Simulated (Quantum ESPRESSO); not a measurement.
## TiClO: which magnetic order is lowest

A self-consistent run ends on one state, which hangs on the start. Several orders of TiClO are started in Quantum ESPRESSO and their energies compared.

Calculated with Quantum ESPRESSO 7.5; LDA with U = 1.8 eV on Ti d (ortho-atomic projectors); plane waves with GBRV 1.5 LDA potentials, no spin-orbit coupling.

Most raw output is cut from this account.

The database entry behind the starting cell differs from later determinations by our own check (old inner coordinates), so it need not match the best structure at ambient conditions.

## Step 1: The starting structure

Symmetry: Pmmn, No. 59, orthorhombic system. Conventional cell: a = 3.380 Å, b = 3.790 Å, c = 8.030 Å, α = 90.00°, β = 90.00°, γ = 90.00°. Nearest to Ti lie 4 O at 1.95 to 2.26 Å and 2 Cl at 2.32 Å. Cl has 2 Ti at 2.32 Å nearest. Nearest to O lie 4 Ti at 1.95 to 2.26 Å. Farther neighbours and most contacts between anions are not listed.

The cell comes from the Crystallography Open Database.

## Step 2: Run 1, typed as ferro ++

The signs are those of the starting moments on the seeded atoms, the atoms that are given a moment.

pw.in reads:

```
&CONTROL
  calculation = 'scf'
  prefix = 'pwscf'
  outdir = './tmp'
  pseudo_dir = './pseudo'
  disk_io = 'nowf'
  tprnfor = .true.
  tstress = .true.
/
&SYSTEM
  ibrav = 0
  nat = 6
  ntyp = 3
  ecutwfc = 40
  ecutrho = 280
  nbnd = 36
  occupations = 'smearing'
  smearing = 'fd'
  degauss = 0.00999582
  nspin = 2
  starting_magnetization(1) = 0.0833
  starting_magnetization(2) = 0
  starting_magnetization(3) = 0
/
&ELECTRONS
  conv_thr = 1.2d-08
  electron_maxstep = 150
  mixing_beta = 0.3
/
ATOMIC_SPECIES
Ti     47.8670 ti_lda_v1.4.uspp.F.UPF
Cl     35.4500 cl_lda_v1.4.uspp.F.UPF
O      15.9990 o_lda_v1.2.uspp.F.UPF
CELL_PARAMETERS angstrom
   3.3800000000    0.0000000000    0.0000000000
   0.0000000000    3.7900000000    0.0000000000
   0.0000000000    0.0000000000    8.0300000000
ATOMIC_POSITIONS crystal
Ti      0.0000000000    0.5000000000    0.1220000000
Ti      0.5000000000    0.0000000000    0.8780000000
Cl      0.5000000000    0.5000000000    0.3200000000
Cl      0.0000000000    0.0000000000    0.6800000000
O       0.5000000000    0.5000000000    0.9350000000
O       0.0000000000    0.0000000000    0.0650000000
K_POINTS automatic
6 6 6 0 0 0
HUBBARD {ortho-atomic}
U Ti-3d 1.8000
```

The run is started by

```console
OMP_NUM_THREADS=1 mpirun -n 2 pw.x -nk 2 -in pw.in > pw.out
```

Run time: 3.1 min. Hardware: 2 MPI ranks of Arm Neoverse V2, shared host; peak memory 0.6 GiB.

Spin moment in the atom's sphere by atom:

| atom | spin moment in the atom's sphere (μB) |
| --- | --- |
| Ti1 | 0.669 |
| Ti2 | 0.669 |
| Cl3 | 0.008 |
| Cl4 | 0.008 |
| O5 | -0.013 |
| O6 | -0.013 |

Numbers from this step:

| Property | Result |
| --- | --- |
| smearing term TS | 0.04881 eV |
| pressure | -0.7689 GPa |
| magnetization | 1.997 μB |
| absolute magnetization | 2.112 μB |
| final state | ferromagnetic |

## Step 3: Start 2: antiferro +−

Changes to pw.in since step 2:

```diff
@@ -12,6 +12,6 @@
   nat = 6
-  ntyp = 3
+  ntyp = 4
   ecutwfc = 40
   ecutrho = 280
-  nbnd = 36
+  nbnd = 35
   occupations = 'smearing'
@@ -21,4 +21,5 @@
   starting_magnetization(1) = 0.0833
-  starting_magnetization(2) = 0
+  starting_magnetization(2) = -0.0833
   starting_magnetization(3) = 0
+  starting_magnetization(4) = 0
 /
@@ -30,3 +31,4 @@
 ATOMIC_SPECIES
-Ti     47.8670 ti_lda_v1.4.uspp.F.UPF
+Ti1    47.8670 ti_lda_v1.4.uspp.F.UPF
+Ti2    47.8670 ti_lda_v1.4.uspp.F.UPF
 Cl     35.4500 cl_lda_v1.4.uspp.F.UPF
@@ -38,4 +40,4 @@
 ATOMIC_POSITIONS crystal
-Ti      0.0000000000    0.5000000000    0.1220000000
-Ti      0.5000000000    0.0000000000    0.8780000000
+Ti1     0.0000000000    0.5000000000    0.1220000000
+Ti2     0.5000000000    0.0000000000    0.8780000000
 Cl      0.5000000000    0.5000000000    0.3200000000
@@ -47,2 +49,3 @@
 HUBBARD {ortho-atomic}
-U Ti-3d 1.8000
+U Ti1-3d 1.8000
+U Ti2-3d 1.8000
```

It took 3.1 min on 2 MPI ranks; peak memory 0.61 GiB; 6.1 min of CPU time.

Spin moment in the atom's sphere by atom:

| atom | spin moment in the atom's sphere (μB) |
| --- | --- |
| Ti1 | 0.657 |
| Ti2 | -0.657 |
| Cl3 | 0.009 |
| Cl4 | -0.009 |
| O5 | 0.034 |
| O6 | -0.035 |

Numbers from this step:

* smearing term TS: 0.04498 eV
* pressure: -0.75 GPa
* magnetization: 0 μB
* absolute magnetization: 2.088 μB
* final state: antiferromagnetic

## Step 4: Start 3: no spin polarisation

Changes to pw.in since step 3:

```diff
@@ -12,3 +12,3 @@
   nat = 6
-  ntyp = 4
+  ntyp = 3
   ecutwfc = 40
@@ -19,7 +19,2 @@
   degauss = 0.00999582
-  nspin = 2
-  starting_magnetization(1) = 0.0833
-  starting_magnetization(2) = -0.0833
-  starting_magnetization(3) = 0
-  starting_magnetization(4) = 0
 /
@@ -31,4 +26,3 @@
 ATOMIC_SPECIES
-Ti1    47.8670 ti_lda_v1.4.uspp.F.UPF
-Ti2    47.8670 ti_lda_v1.4.uspp.F.UPF
+Ti     47.8670 ti_lda_v1.4.uspp.F.UPF
 Cl     35.4500 cl_lda_v1.4.uspp.F.UPF
@@ -40,4 +34,4 @@
 ATOMIC_POSITIONS crystal
-Ti1     0.0000000000    0.5000000000    0.1220000000
-Ti2     0.5000000000    0.0000000000    0.8780000000
+Ti      0.0000000000    0.5000000000    0.1220000000
+Ti      0.5000000000    0.0000000000    0.8780000000
 Cl      0.5000000000    0.5000000000    0.3200000000
@@ -49,3 +43,2 @@
 HUBBARD {ortho-atomic}
-U Ti1-3d 1.8000
-U Ti2-3d 1.8000
+U Ti-3d 1.8000
```

Run time: 90 s. Hardware: 2 MPI ranks; peak memory 0.43 GiB.

Read from the output:

| Property | Result |
| --- | --- |
| smearing term TS | 0.2656 eV |
| pressure | -3.535 GPa |
| final state | non-magnetic (no spin polarisation) |

## Step 5: Ranking

An order is kept where moments of 0.15 μB or more survive with the typed signs; meshes match where a doubled cell samples the same k points as the first cell.

Orders:

| start | final state | typed order kept | energy over the lowest (meV a seeded atom) | largest site moment (μB) | net moment (μB a cell of the first run) | mesh matched | CPU time (s) |
| --- | --- | --- | --- | --- | --- | --- | --- |
| ferro ++ | ferromagnetic | yes | 0 | 0.6687 | 1.997 | yes | 372.1 |
| antiferro +- | antiferromagnetic | yes | 1.122 | 0.6567 | 0 | yes | 367.9 |
| no spin polarisation | non-magnetic | - | 236.2 | 0 | 0 | yes | 180 |

## Step 6: Occupations of the corrected shells in the lowest state

Occupations of the Hubbard shells:

| block | type | shell | spin | electrons | occupation numbers |
| --- | --- | --- | --- | --- | --- |
| 1 | Ti | 3d | up | 1.604 | 0.123 0.124 0.192 0.233 0.932 |
| 1 | Ti | 3d | down | 0.6153 | 0.051 0.090 0.101 0.168 0.205 |
| 2 | Ti | 3d | up | 1.604 | 0.123 0.124 0.192 0.233 0.932 |
| 2 | Ti | 3d | down | 0.6153 | 0.051 0.090 0.101 0.168 0.205 |

## Step 7: Results

```json
{
  "lowest state found": "ferromagnetic (from ferro ++)",
  "largest site moment": "0.669 μB",
  "next state with moments": "antiferromagnetic, 1.12 meV a seeded atom higher",
  "state without moments (under the same U)": "236 meV a seeded atom higher"
}
```

The two lowest states lie so close that the mesh, the smearing, the functional or spin–orbit coupling could swap them. Under a U the spinless run pays the Hubbard penalty of a partly filled shell, so its energy overstates what forming the moments gains. Only these 3 starts were compared; other wavevectors, canted and longer-period orders were not. Energies are free energies at an electronic temperature of 1580 K, which lowers moments and differences where the moments are itinerant. The smearing term is large for its width, so states at the Fermi level are partly filled: at this level the cell is a metal or has a gap of a few widths at most.

[Logs and program files are shortened in this print: banners, set-up blocks, solver, clock and traceback lines can be left out without a mark of their own.]

[Logs are printed without paths, hosts, clocks, repeated set-up lines and the standing remarks that a program may print on its own settings, such as how far it seeks lower states.]

[Hosts, paths, dates, database ids (printed as entryN), source tags and the programs' standing remarks are cut or masked in the printed files.]

[Where a cell is said to come from a database of computed structures, the database is the Materials Project.]
